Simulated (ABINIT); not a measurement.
Entries from a set of simulations; values are calculated unless marked as measured.

```xyz
2
Lattice="0.000 2.184 2.184 2.184 0.000 2.184 2.184 2.184 0.000" Properties=species:S:1:pos:R:3 pbc="T T T" subject="Beyond one shot: AlN (F-43m)" method="RPA screening on PBE from quasiparticle energies, plane waves, norm-conserving pseudopotentials (and 5 further levels or steps)" program="ABINIT 10.8.3" settings="cutoff 36 Ha, PseudoDojo scalar-relativistic 0.4.1 standard, norm-conserving, ngkpt (6, 6, 6), nband 29, ecuteps 4.8 Ha, gwcalctyp 10, inclvkb 2, shiftk (0, 0, 0), symchi 1, awtr 1, frequency ppm, cycle 3, q points all but q = 0, 6×6×6 k-mesh" cost="14 runs, 9.1 min in all on 4 MPI ranks of Arm Neoverse N1, shared host" notes="The cell and positions are those that the Materials Project relaxed with its own functionals (PBE, PBE+U or r2SCAN), kept fixed. This is not the form that AlN usually takes at ambient conditions." g0w0="4.276 eV" evgw0_cycle_1="4.489 eV" evgw0_cycle_2="4.481 eV" evgw_cycle_1="4.830 eV" evgw_cycle_2="4.896 eV" evgw_cycle_3="4.905 eV" known_limits="short of the basis limit"
Al    0.000    0.000    0.000
N     3.276    3.276    3.276
```

[Long decimals in the printed logs are rounded to 6 places.]

[Logs are printed without paths, hosts, clocks, repeated set-up lines and the standing remarks that a program may print on its own settings, such as how far it seeks lower states.]

[Paths, hosts, dates, memory and timing lines, banners, echoed tables and standing remarks are left out of the program output; an Ansatz launch command may be rebuilt from the run's recorded settings. Measured values are a selection of at most five: reports struck by readers or far from the other reports are left out. None is set beside runs whose start may be inverted or whose files or cutoffs have a known fault.]

[Runs of the session that timed out or met a known fault of the program may be left out.]

[Hosts, paths, dates, database ids (printed as entryN), source tags and the programs' standing remarks are cut or masked in the printed files.]

[G0W0 gaps are taken among the corrected bands and points alone; a level outside them can change the order at an edge.]

[Where Ansatz stands beside ABINIT at settings called matched, ABINIT's density can come from a denser mesh and the files from another edition; pairs whose starting gaps differed by over 0.03 eV were left out, so agreement reads better than it is.]
